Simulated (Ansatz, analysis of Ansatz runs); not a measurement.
# Reproducing a measured local vibrational mode: Al-H pair in alpha-quartz, part 2 of 2

Subject: Al-H pair in alpha-quartz. Wanted: its local vibrational mode, in one set-up (HSE06, 72-site cell, PBE lattice, 420 eV, k: the zone centre alone, relaxed with the hybrid, anharmonic cut along the mode). The model is a cell of 72 host atoms with Al put on another atom's site and H put in between. The frequencies come from force constants among the defect atom and its neighbours, with the masses of the isotopes named. Exact exchange opens the gap, stiffens bonds and lessens the self-interaction error, at many times the cost.

Ansatz 0.2.0; HSE06, 72-site cell, PBE lattice, 420 eV, k: the zone centre alone, relaxed with the hybrid, anharmonic cut along the mode.

So far: The structure; Relaxation, charge 0.

**2. Relaxation, charge 0 (continued)**

Level of this step: plane-wave PAW DFT, HSE06; relaxation of all atoms of a defect supercell (Ansatz).

The steps of the relaxation:

```
step  energy less that of the first step (eV)  largest force component (eV/Å)
   1                                   0.0000                         32.2175
   2                                  -5.9012                         15.2377
   3                                  -9.4630                          7.5804
   4                                 -10.9066                          3.0895
   5                                 -11.4645                          1.7933
   6                                 -11.8575                          1.1533
   7                                 -12.0905                          1.0363
   8                                 -12.1905                          0.3098
   9                                 -12.2222                          0.1828
  10                                 -12.2337                          0.4339
  11                                 -12.2415                          0.1397
  12                                 -12.2307                          0.3074
  13                                 -12.2507                          0.0314
  14                                 -12.2513                          0.0353
  15                                 -12.2518                          0.0227
  16                                 -12.2519                          0.0164
  17                                 -12.2519                          0.0298
  18                                 -12.2519                          0.0047
  19                                 -12.2519                          0.0047
```

Relaxation step 12 was tried and not accepted.

The atoms that moved most (Å, from the sites as typed, ahead of the random displacement, the mean shift of all atoms taken out):

```
atom      dx      dy      dz  length
 H73  -1.116  -0.058   0.866   1.414
  O4  -0.221  -0.289   0.051   0.367
 O15   0.194  -0.191  -0.138   0.305
 O63   0.259  -0.004  -0.126   0.288
  O5  -0.114   0.149   0.124   0.225
 O49  -0.052  -0.157   0.134   0.213
 O40   0.146  -0.096   0.105   0.203
 O50  -0.097   0.137   0.096   0.194
```

Neighbours of the ideal centre at the end:

```
atom  distance (Å)
  O4         0.580
Al12         1.391
 H73         1.446
 Si1         1.981
 O15         2.350
  O9         2.383
 O16         2.538
  O5         2.695
```

Neighbours of the added atoms: H73: O4 0.98, O63 2.08, Si1 2.25 Å.

Read from the output:

- free energy: -42503.5866 eV

The relaxation ends 168 meV an atom lower than the displaced start, with a largest force component of 0.0047 eV/Å.

**3. Local vibrational modes**

A local mode lives on the defect and the atoms next to it, so only the sites listed in the input are displaced, which costs far fewer SCF runs than the whole cell would.

This step: plane-wave PAW DFT, HSE06; finite-displacement force constants among the atoms nearest to a defect, the others at rest.

modes/input.yaml

```yaml
crystal:
  lattice:
    - [10.03667681, 0.0, 0.0]
    - [-5.01833841, 8.69201709, 0.0]
    - [0.0, 0.0, 11.01794811]
  atoms:
    - { symbol: Si, position: [0.231776541, -0.011685131, 0.329846269] }
    - { symbol: Si, position: [0.000692365, 0.246701386, 0.161761815] }
[... 1 atom line left out ...]
    - { symbol: O, position: [0.168400794, 0.094570915, 0.401536273] }
    - { symbol: O, position: [0.369035833, 0.096070951, 0.241482445] }
[... 3 atom lines left out ...]
    - { symbol: O, position: [0.29066614, 0.418441327, 0.423270494] }
[... 2 atom lines left out ...]
    - { symbol: Al, position: [0.264551476, 0.265780444, 0.50728737] }
[... 2 atom lines left out ...]
    - { symbol: O, position: [0.429078418, 0.270636011, 0.551099447] }
    - { symbol: O, position: [0.126590811, 0.207119993, 0.616776115] }
[... 2 atom lines left out ...]
    - { symbol: Si, position: [0.240567936, 0.503351773, 0.328753915] }
[... 6 atom lines left out ...]
    - { symbol: O, position: [0.081868671, 0.864489099, 0.259107896] }
    - { symbol: O, position: [0.288015353, 0.915052837, 0.432153647] }
[... 35 atom lines left out ...]
    - { symbol: O, position: [0.81822758, 0.920125388, 0.424589698] }
[... 9 atom lines left out ...]
    - { symbol: H, position: [0.056645652, 0.040512491, 0.409680284] }
basis:
  ecutwfc: 420
  xc_grid: 2
hamiltonian:
  xc: hse06
kpoints:
  mp_grid: { grid: [1, 1, 1] }
scf:
  occupations: { method: fermi_dirac, width: 0.01 }
  max_iter: 120
output: {}
checkpoint:
  read: "../relax.run"
phonons:
  supercell: [1, 1, 1]
  displaced_sites: [3, 72]
```

On the command line:

```sh
$ ansatz run input.yaml --threads 4 --pin off --max-ram 7536MiB --backend cpu --events-out ev --progress --plain --runs-dir out
```

Numbers of over 12 decimals in the logs are rounded to 6 here.

The log of the run:

```text
[...]
Warning: basis.xc_grid 2: finite-displacement phonons take 3 at the least, and a number is run as typed, so the frequencies can be off [figures from the program's tests cut]. [...]
[...]
Crystal: 73 atoms, lattice volume = 961.194 Å³
Basis set: ecut = 420 eV, 18781 PW (Γ), exchange–correlation on 144×144×150 points (8 copies of the dense FFT grid, shifted against one another)
Bands: 265, of which v1, the nominal top of the filled ones, is band 192 counted from 1 (191 counted from 0)
Symmetry: 1 space group operations
k-points: 1
[...]
Stability of the state it starts from, as read at its close in the unpolarized treatment: not read, because the functional holds exact exchange (a hybrid, or Hartree-Fock), whose exchange loop this test does not read (fock_operator)
[...]
Frozen-core exchange: fock
[...]
max |Σ_I F_I| component: 1.30e-5 eV/Å
--- Band table (eV) ---
[...]
--- Phonons: 12 displaced members + reference (amplitude 0.0025 Å, Σ member SCF iterations 154) ---
  symmetry images taken by strict's conditions (phonons.symmetry_images: auto; settled by no image being taken that strict refuses)
  force constants formed among 2 of 73 sites (O 3, H 72); the other 71 at rest. The modes move the named sites alone.
  the frequencies, the zero-point energy and the sums are of the block with the acoustic sum rule laid on its rows. Row sums over every site: 1.9e-4 eV/Å² at the most
  transpose residual: 6.1e-4 eV/Å²
  largest component of a force at the reference: 4.0e-3 eV/Å on a named site, 4.7e-3 eV/Å on a site at rest
  frequencies among the named sites at Γ of the cell (cm⁻¹): 268.27 435.66 546.00 698.07 1195.45 3572.74
  unstable modes among the named sites: 0
  frequencies as built, with no sum rule (cm⁻¹): 268.27 435.66 545.99 698.06 1195.44 3572.74
  zero-point energy: 0.416351 eV/cell   skipped modes (ω ≤ 0): 0
  not written: the harmonic force-constant file, the file of eigenvectors (these modes' are written with the force constants), the density of states and the dispersion, which are of every site
[key lines of the parts left out:]
Free energy (F): -42503.586673 eV
Fermi energy:    4.583896 eV
```

Elapsed: 22 min, on 4 threads of Arm Neoverse V2, shared host; peak memory 2.4 GiB.

Numbers from this step:

```yaml
free_energy: -42503.5867 eV
```

The modes with the largest weight on the probed atoms (the light atom of a pair), for the masses of each isotope. Modes of the displaced atoms (local only where they lie over the host's phonons):

```
isotopes  mode (cm⁻¹)  share of the defect atoms
       H         3573                      0.941
       H         1196                      0.899
       H          546                      0.897
       D         2602                      0.885
       D          908                      0.628
       D        408.5                      0.723
```

**4. Point 1 along the mode**

A light atom samples the curved part of its well, so the energy is mapped along the mode and the one-dimensional Schrödinger equation solved on it.

This step: plane-wave PAW DFT, HSE06; single point of a defect supercell.

cut0/input.yaml, as its differences from modes/input.yaml of step 3:

```diff
@@ -9,3 +9,3 @@
 [... 1 atom line left out ...]
-    - { symbol: O, position: [0.168400794, 0.094570915, 0.401536273] }
+    - { symbol: O, position: [0.166373546, 0.093612541, 0.401686425] }
     - { symbol: O, position: [0.369035833, 0.096070951, 0.241482445] }
@@ -26,3 +26,3 @@
 [... 9 atom lines left out ...]
-    - { symbol: H, position: [0.056645652, 0.040512491, 0.409680284] }
+    - { symbol: H, position: [0.08889026, 0.055787029, 0.407342552] }
 basis:
@@ -37,7 +37,5 @@
   max_iter: 120
-output: {}
+output:
+  forces: true
 checkpoint:
   read: "../relax.run"
-phonons:
-  supercell: [1, 1, 1]
-  displaced_sites: [3, 72]
```

The log of the run:

```text
[...]
Warning: checkpoint.read: the run can stay near the saved state's solution: 2 site(s) moved relative to the saved geometry (max |Δs| = 3.224e-2 fractional); [...]
[...]
Crystal: 73 atoms, lattice volume = 961.194 Å³
Basis set: ecut = 420 eV, 18781 PW (Γ), exchange–correlation on 144×144×150 points (8 copies of the dense FFT grid, shifted against one another)
Bands: 265, of which v1, the nominal top of the filled ones, is band 192 counted from 1 (191 counted from 0)
Symmetry: 1 space group operations
[...]
k-points: 1
[...]
SCF iter   5: F=-42490.274414 eV  HF=-42490.274428 eV  |F-HF|=1.47e-5  |Δ(HF+E_count)|=   1.74e-3  Δρ=3.64e-4  dr2=4.16e-4  ethr=1.10e-7  ⟨swp⟩=4.0  Hψ=1148  notcnv=0  defer=3
SCF 1 stopped early in 5 iterations: F = -42490.274414 eV  dr2 = 4.16e-4
[...]
Frozen-core exchange: fock
[...]
SCF 3 converged in 4 iterations: F = -42499.015242 eV  dr2 = 1.88e-8
[...]
Free energy (F): -42499.015242 eV
[...]
Internal energy: -42499.015242 eV  (E = F + TS)
E sigma→0 (E₀):  -42499.015242 eV
Fermi energy:    4.585875 eV
[...]
--- Forces (eV/Å), atoms counted from 1 ---
  atom   1  Si     0.30750053    -0.14933319    -0.19000710
  atom   2  Si    -0.05777381    -0.07760850     0.03462073
  [... 1 atom left out ...]
  atom   4  O     39.64291350    21.85509091    -4.22162080
  atom   5  O     -0.11769512    -0.04013711     0.11726937
  [... 3 atoms left out ...]
  atom   9  O      0.03275577    -0.08063161     0.01125487
  [... 2 atoms left out ...]
  atom  12  Al     0.00745692     0.21795015     0.15998266
  [... 2 atoms left out ...]
  atom  15  O     -0.06823444    -0.04286235    -0.06945993
  atom  16  O      0.08499361    -0.00445975    -0.06827846
  [... 9 atoms left out ...]
  atom  26  O      0.03288708     0.15748834     0.11725685
  atom  27  O     -0.12044684     0.12711075    -0.04810779
  [... 45 atoms left out ...]
  atom  73  H    -39.70107498   -21.95784202     4.19949851
  max |Σ_I F_I| component: 6.98e-5 eV/Å
--- Band table (eV) ---
[...]
```

Elapsed: 77 s, on 4 threads; peak memory 2.3 GiB.

This step gave:

- free energy: -42499.0152 eV

The other runs of this kind differ in structure, charge or spin alone:

```
                   run    outcome  energy less the first (eV)  moment (μB)  time
point 1 along the mode  converged                      0.0000         0.00  77 s
point 2 along the mode  converged                     -2.6542         0.00  74 s
point 3 along the mode  converged                     -3.8403         0.00  76 s
point 4 along the mode  converged                     -4.4213         0.00  76 s
point 5 along the mode  converged                     -4.4673         0.00  78 s
point 6 along the mode  converged                     -4.2219         0.00  78 s
point 7 along the mode  converged                     -3.9319         0.00  80 s
point 8 along the mode  converged                     -3.5815         0.00  81 s
point 9 along the mode  converged                     -3.2476         0.00  82 s
```

**5. Anharmonic fundamental**

Analysis of the runs above: one-dimensional Schroedinger equation on a polynomial through HSE06 energies along the local mode.

It gives:

```
stretch          : 3367 cm⁻¹
stretch harmonic : 3573 cm⁻¹
```

The energy by normal coordinate:

```
normal coordinate (amu½ Å)  energy (eV)
                    -0.291         4.57
                    -0.214         1.92
                    -0.146        0.731
                    -0.073        0.150
                     0.000            0
                     0.073        0.104
                     0.146        0.349
                     0.214        0.639
                     0.291        0.990
                     0.369         1.32
```

**6. Outcome**

```json
{
  "distance from the defect atom to its nearest neighbour": "0.976 Å",
  "O-H stretch, 1H": "3367 cm⁻¹",
  "time of the whole chain": "55 min on 4 threads"
}
```

O-H stretch, 1H: computed 3367 cm⁻¹, measured 3378 cm⁻¹ and 3313 cm⁻¹; 11 cm⁻¹ (0 %) below the nearest measurement. The anharmonic cut moves the O-H stretch, 1H from 3573 to 3367 cm⁻¹; a straight cut leaves out the coupling to the other modes. Only the named neighbours move, so modes near the host's band are approximate. Limits: the zone centre alone is a coarse sampling for this cell.

[Logs are printed without paths, hosts, clocks, repeated set-up lines and the standing remarks that a program may print on its own settings, such as how far it seeks lower states.]

[Hosts, paths, dates, database ids (printed as entryN), source tags and the programs' standing remarks are cut or masked in the printed files.]

[For some hosts the program warned that the k-mesh of the response run may be too coarse for force constants and the static dielectric constant; such warnings are not shown here.]
